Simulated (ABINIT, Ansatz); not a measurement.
# InH (P6_3/mmc): zone-centre phonons, part 3 of 4

Aim: the zone-centre modes of InH (P6_3/mmc).

ABINIT 10.8.3; DFT LDA, scalar-relativistic, plane waves, HGH norm-conserving pseudopotentials.

So far. Step 3 (Self-consistent run for the response): The cell stands at -0.29 GPa: the relaxation ran with a smoothed and higher cutoff, and the difference is a stress of the finite basis. Step 4 (Linear response at Γ): The acoustic modes at Γ come out as far as 1.4 cm⁻¹ from zero, where they should vanish, a small numerical error. The lowest optical mode is imaginary, 776i cm⁻¹, an instability at this level and on this k mesh. The relaxed cell has a = 3.571, c = 5.650 Å (conventional setting).

The structure was built from a prototype and need not be the compound's stable phase.

## Step 5: Modes with the sum rule

anaddb reads the merged derivatives and imposes the acoustic sum rule.

anaddb.abi

```
ddb_filepath "gamma_DDB"
output_file "anaddb.abo"
outdata_prefix "anaddb"
asr 1
chneut 1
enunit 2
eivec 1
nph1l 1
qph1l 0.0 0.0 0.0 1.0
```

mrgddb.in

```
gamma_DDB
merged
2
dfpt_gammao_DDB
gso_DDB
```

Started as:

```bash
$ mrgddb < mrgddb.in > mrgddb.log
$ OMP_NUM_THREADS=1 anaddb anaddb.abi > anaddb.log
```

anaddb.abo, the main output file:

```text
-outvars_anaddb: echo values of input variables ----------------------

 Miscellaneous information :
      enunit         2
       eivec         1
         asr         1
 First list of wavevector (reduced coord.) :
       nph1l         1
       qph1l
                     0.00000000E+00  0.00000000E+00  0.00000000E+00    1.000E+00

================================================================================

 read the DDB information and perform some checks

  ==== Info on the Cryst% object ====
 Real(R)+Recip(G) space primitive vectors, cartesian coordinates (Bohr,Bohr^-1):
 R(1)=  6.7488820  0.0000045  0.0000000  G(1)=  0.1481726  0.0855476  0.0000000
 R(2)= -3.3744449  5.8447010  0.0000000  G(2)= -0.0000001  0.1710951  0.0000000
 R(3)=  0.0000000  0.0000000 10.6776920  G(3)=  0.0000000  0.0000000  0.0936532
 Unit cell volume ucvol=  4.2118383E+02 bohr^3
 Angles (23,13,12)=  9.00000000E+01  9.00000000E+01  1.20000000E+02 degrees
 Time-reversal symmetry is present
 Reduced atomic positions [iatom, xred, symbol]:
    1)    0.3333333  0.6666667  0.2500000  In
    2)    0.6666667  0.3333333  0.7500000  In
    3)    0.6666667  0.3333333  0.2500000   H
    4)    0.3333333  0.6666667  0.7500000   H

 DDB file with 3 blocks has been read.

================================================================================

 Treat the first list of vectors

  Phonon wavevector (reduced coordinates) :  0.00000  0.00000  0.00000
 Phonon energies in Hartree :
  -3.536726E-03 -1.166189E-03 -4.006333E-04 -4.006333E-04  0.000000E+00
   0.000000E+00  0.000000E+00  3.970277E-04  2.185407E-03  2.185407E-03
   2.527881E-03  2.527881E-03
 Phonon energies in meV     :
- -9.623922E+01 -3.173361E+01 -1.090179E+01 -1.090179E+01  0.000000E+00
-  0.000000E+00  0.000000E+00  1.080367E+01  5.946795E+01  5.946795E+01
-  6.878715E+01  6.878715E+01
 Phonon frequencies in cm-1    :
- -7.762217E+02 -2.559489E+02 -8.792884E+01 -8.792884E+01  0.000000E+00
-  0.000000E+00  0.000000E+00  8.713751E+01  4.796414E+02  4.796414E+02
-  5.548058E+02  5.548058E+02
 Phonon frequencies in Thz     :
- -2.327054E+01 -7.673154E+00 -2.636040E+00 -2.636040E+00  0.000000E+00
-  0.000000E+00  0.000000E+00  2.612317E+00  1.437929E+01  1.437929E+01
-  1.663266E+01  1.663266E+01
 Phonon energies in Kelvin  :
- -1.116810E+03 -3.682533E+02 -1.265100E+02 -1.265100E+02  0.000000E+00
-  0.000000E+00  0.000000E+00  1.253714E+02  6.900970E+02  6.900970E+02
-  7.982418E+02  7.982418E+02

 Eigendisplacements
 (will be given, for each mode : in cartesian coordinates
   for each atom the real part of the displacement vector,
   then the imaginary part of the displacement vector - absolute values smaller than 1.0d-7 are set to zero)
  Mode number    1   Energy   -3.536726E-03
 Attention : low frequency mode.
   (Could be unstable or acoustic mode)
;  1  0.00000000E+00  0.00000000E+00  1.20388848E-04
;     0.00000000E+00  0.00000000E+00  0.00000000E+00
;  2  0.00000000E+00  0.00000000E+00 -1.20388848E-04
;     0.00000000E+00  0.00000000E+00  0.00000000E+00
;  3  0.00000000E+00  0.00000000E+00 -1.64462220E-02
;     0.00000000E+00  0.00000000E+00  0.00000000E+00
;  4  0.00000000E+00  0.00000000E+00  1.64462220E-02
;     0.00000000E+00  0.00000000E+00  0.00000000E+00
  Mode number    2   Energy   -1.166189E-03
 Attention : low frequency mode.
   (Could be unstable or acoustic mode)
;  1  0.00000000E+00  0.00000000E+00  1.44180580E-04
;     0.00000000E+00  0.00000000E+00  0.00000000E+00
;  2  0.00000000E+00  0.00000000E+00  1.44180580E-04
;     0.00000000E+00  0.00000000E+00  0.00000000E+00
;  3  0.00000000E+00  0.00000000E+00 -1.64244077E-02
;     0.00000000E+00  0.00000000E+00  0.00000000E+00
;  4  0.00000000E+00  0.00000000E+00 -1.64244077E-02
;     0.00000000E+00  0.00000000E+00  0.00000000E+00
  Mode number    3   Energy   -4.006333E-04
 Attention : low frequency mode.
   (Could be unstable or acoustic mode)
-  1  4.68476306E-04  1.43318823E-03  0.00000000E+00
-     0.00000000E+00  0.00000000E+00  0.00000000E+00
-  2 -4.68476306E-04 -1.43318823E-03  0.00000000E+00
-     0.00000000E+00  0.00000000E+00  0.00000000E+00
-  3  1.12636527E-03  3.44583799E-03  0.00000000E+00
-     0.00000000E+00  0.00000000E+00  0.00000000E+00
-  4 -1.12636527E-03 -3.44583799E-03  0.00000000E+00
-     0.00000000E+00  0.00000000E+00  0.00000000E+00
  Mode number    4   Energy   -4.006333E-04
 Attention : low frequency mode.
   (Could be unstable or acoustic mode)
-  1  1.43318823E-03 -4.68476306E-04  0.00000000E+00
-     0.00000000E+00  0.00000000E+00  0.00000000E+00
-  2 -1.43318823E-03  4.68476306E-04  0.00000000E+00
-     0.00000000E+00  0.00000000E+00  0.00000000E+00
-  3  3.44583799E-03 -1.12636527E-03  0.00000000E+00
-     0.00000000E+00  0.00000000E+00  0.00000000E+00
-  4 -3.44583799E-03  1.12636527E-03  0.00000000E+00
-     0.00000000E+00  0.00000000E+00  0.00000000E+00
  Mode number    5   Energy    0.000000E+00
 Attention : low frequency mode.
   (Could be unstable or acoustic mode)
-  1  0.00000000E+00  0.00000000E+00 -1.53885708E-03
-     0.00000000E+00  0.00000000E+00  0.00000000E+00
-  2  0.00000000E+00  0.00000000E+00 -1.53885708E-03
-     0.00000000E+00  0.00000000E+00  0.00000000E+00
-  3  0.00000000E+00  0.00000000E+00 -1.53885677E-03
-     0.00000000E+00  0.00000000E+00  0.00000000E+00
-  4  0.00000000E+00  0.00000000E+00 -1.53885677E-03
-     0.00000000E+00  0.00000000E+00  0.00000000E+00
  Mode number    6   Energy    0.000000E+00
 Attention : low frequency mode.
   (Could be unstable or acoustic mode)
-  1  0.00000000E+00 -1.53885709E-03  0.00000000E+00
-     0.00000000E+00  0.00000000E+00  0.00000000E+00
-  2  0.00000000E+00 -1.53885709E-03  0.00000000E+00
-     0.00000000E+00  0.00000000E+00  0.00000000E+00
-  3  0.00000000E+00 -1.53885492E-03  0.00000000E+00
-     0.00000000E+00  0.00000000E+00  0.00000000E+00
-  4  0.00000000E+00 -1.53885492E-03  0.00000000E+00
-     0.00000000E+00  0.00000000E+00  0.00000000E+00
  Mode number    7   Energy    0.000000E+00
 Attention : low frequency mode.
   (Could be unstable or acoustic mode)
-  1  1.53885709E-03  0.00000000E+00  0.00000000E+00
-     0.00000000E+00  0.00000000E+00  0.00000000E+00
-  2  1.53885709E-03  0.00000000E+00  0.00000000E+00
-     0.00000000E+00  0.00000000E+00  0.00000000E+00
-  3  1.53885492E-03  0.00000000E+00  0.00000000E+00
-     0.00000000E+00  0.00000000E+00  0.00000000E+00
-  4  1.53885492E-03  0.00000000E+00  0.00000000E+00
-     0.00000000E+00  0.00000000E+00  0.00000000E+00
  Mode number    8   Energy    3.970277E-04
;  1  0.00000000E+00  0.00000000E+00  1.54090093E-03
;     0.00000000E+00  0.00000000E+00  0.00000000E+00
;  2  0.00000000E+00  0.00000000E+00 -1.54090093E-03
;     0.00000000E+00  0.00000000E+00  0.00000000E+00
;  3  0.00000000E+00  0.00000000E+00  1.28492473E-03
;     0.00000000E+00  0.00000000E+00  0.00000000E+00
;  4  0.00000000E+00  0.00000000E+00 -1.28492473E-03
;     0.00000000E+00  0.00000000E+00  0.00000000E+00
  Mode number    9   Energy    2.185407E-03
-  1  2.14724539E-04 -2.63180449E-04  0.00000000E+00
-     0.00000000E+00  0.00000000E+00  0.00000000E+00
-  2 -2.14724539E-04  2.63180449E-04  0.00000000E+00
-     0.00000000E+00  0.00000000E+00  0.00000000E+00
-  3 -1.01735593E-02  1.24693802E-02  0.00000000E+00
-     0.00000000E+00  0.00000000E+00  0.00000000E+00
-  4  1.01735593E-02 -1.24693802E-02  0.00000000E+00
-     0.00000000E+00  0.00000000E+00  0.00000000E+00
  Mode number   10   Energy    2.185407E-03
-  1  2.63180449E-04  2.14724539E-04  0.00000000E+00
-     0.00000000E+00  0.00000000E+00  0.00000000E+00
-  2 -2.63180449E-04 -2.14724539E-04  0.00000000E+00
-     0.00000000E+00  0.00000000E+00  0.00000000E+00
-  3 -1.24693802E-02 -1.01735593E-02  0.00000000E+00
-     0.00000000E+00  0.00000000E+00  0.00000000E+00
-  4  1.24693802E-02  1.01735593E-02  0.00000000E+00
-     0.00000000E+00  0.00000000E+00  0.00000000E+00
  Mode number   11   Energy    2.527881E-03
-  1  9.18388912E-05 -1.11146784E-04  0.00000000E+00
-     0.00000000E+00  0.00000000E+00  0.00000000E+00
-  2  9.18388912E-05 -1.11146784E-04  0.00000000E+00
-     0.00000000E+00  0.00000000E+00  0.00000000E+00
-  3 -1.04618890E-02  1.26613606E-02  0.00000000E+00
-     0.00000000E+00  0.00000000E+00  0.00000000E+00
-  4 -1.04618890E-02  1.26613606E-02  0.00000000E+00
-     0.00000000E+00  0.00000000E+00  0.00000000E+00
  Mode number   12   Energy    2.527881E-03
-  1  1.11146784E-04  9.18388912E-05  0.00000000E+00
-     0.00000000E+00  0.00000000E+00  0.00000000E+00
-  2  1.11146784E-04  9.18388912E-05  0.00000000E+00
-     0.00000000E+00  0.00000000E+00  0.00000000E+00
-  3 -1.26613606E-02 -1.04618890E-02  0.00000000E+00
-     0.00000000E+00  0.00000000E+00  0.00000000E+00
-  4 -1.26613606E-02 -1.04618890E-02  0.00000000E+00
-     0.00000000E+00  0.00000000E+00  0.00000000E+00

 Analysis of degeneracies and characters (maximum tolerance=1.00E-06 a.u.)
 For each vibration mode, or group of modes if degenerate,
 the characters are given for each symmetry operation (see the list in the log file).
 Symmetry characters of vibration mode #   1
  1.0  1.0 -1.0 -1.0 -1.0 -1.0  1.0  1.0  1.0  1.0 -1.0 -1.0 -1.0 -1.0  1.0  1.0
  1.0  1.0 -1.0 -1.0 -1.0 -1.0  1.0  1.0
 Symmetry characters of vibration mode #   2
  1.0 -1.0  1.0 -1.0  1.0 -1.0  1.0 -1.0  1.0 -1.0  1.0 -1.0  1.0 -1.0  1.0 -1.0
  1.0 -1.0  1.0 -1.0  1.0 -1.0  1.0 -1.0
 Symmetry characters of vibration mode #   3
        degenerate with vibration mode #   4
  2.0  2.0 -0.0 -0.0 -1.0 -1.0  0.0  0.0 -1.0 -1.0  0.0  0.0  2.0  2.0 -0.0 -0.0
 -1.0 -1.0  0.0  0.0 -1.0 -1.0  0.0  0.0
 Symmetry characters of vibration mode #   5
       degenerate with vibration modes #   6 to    7
  3.0 -3.0  1.0 -1.0  2.0 -2.0  1.0 -1.0 -0.0  0.0  1.0 -1.0 -1.0  1.0  1.0 -1.0
 -0.0  0.0  1.0 -1.0  2.0 -2.0  1.0 -1.0
 Symmetry characters of vibration mode #   8
  1.0  1.0 -1.0 -1.0 -1.0 -1.0  1.0  1.0  1.0  1.0 -1.0 -1.0 -1.0 -1.0  1.0  1.0
  1.0  1.0 -1.0 -1.0 -1.0 -1.0  1.0  1.0
 Symmetry characters of vibration mode #   9
        degenerate with vibration mode #  10
  2.0  2.0 -0.0 -0.0 -1.0 -1.0  0.0  0.0 -1.0 -1.0 -0.0 -0.0  2.0  2.0 -0.0 -0.0
 -1.0 -1.0  0.0  0.0 -1.0 -1.0 -0.0 -0.0
 Symmetry characters of vibration mode #  11
        degenerate with vibration mode #  12
  2.0 -2.0  0.0 -0.0  1.0 -1.0  0.0 -0.0 -1.0  1.0 -0.0  0.0 -2.0  2.0 -0.0  0.0
 -1.0  1.0 -0.0  0.0  1.0 -1.0  0.0 -0.0
-
```

It took 0.5 s on 1 thread of Arm Neoverse V1, shared host.

Read from the output:

| Quantity | Value |
| --- | --- |
| lowest optical zone-centre mode | -776.2 cm⁻¹ |

No LO-TO term; unit eigenvectors of the mass-weighted matrix, from anaddb's displacements. The modes at Γ (shares of kinetic energy by element, %) (negative means imaginary):

| mode | frequency (cm⁻¹) | In % | H % |
| --- | --- | --- | --- |
| 1 | -776.2 | 1 | 99 |
| 2 | -255.9 | 1 | 99 |
| 3 | -87.9 | 95 | 5 |
| 4 | -87.9 | 95 | 5 |
| 5 | 0.0 | 99 | 1 |
| 6 | 0.0 | 99 | 1 |
| 7 | 0.0 | 99 | 1 |
| 8 | 87.1 | 99 | 1 |
| 9 | 479.6 | 5 | 95 |
| 10 | 479.6 | 5 | 95 |
| 11 | 554.8 | 1 | 99 |
| 12 | 554.8 | 1 | 99 |

Displacements in mode 1 (-776.2 cm⁻¹), the largest set to 1:
```
In1  0.00  0.00  0.01
In2  0.00  0.00 -0.01
H3   0.00  0.00 -1.00
H4   0.00  0.00  1.00
```

Displacements in mode 8 (87.1 cm⁻¹), the largest set to 1:
```
In1  0.00  0.00  1.00
In2  0.00  0.00 -1.00
H3   0.00  0.00  0.83
H4   0.00  0.00 -0.83
```

The rule also moves an optical mode by 0.3 cm⁻¹.

(Part 3 of 4 ends here.)

[Host names and launcher messages were left out of these logs when they were recorded.]

[Logs are printed without paths, hosts, clocks, repeated set-up lines and the standing remarks that a program may print on its own settings, such as how far it seeks lower states.]

[Hosts, paths, dates, database ids (printed as entryN), source tags and the programs' standing remarks are cut or masked in the printed files.]
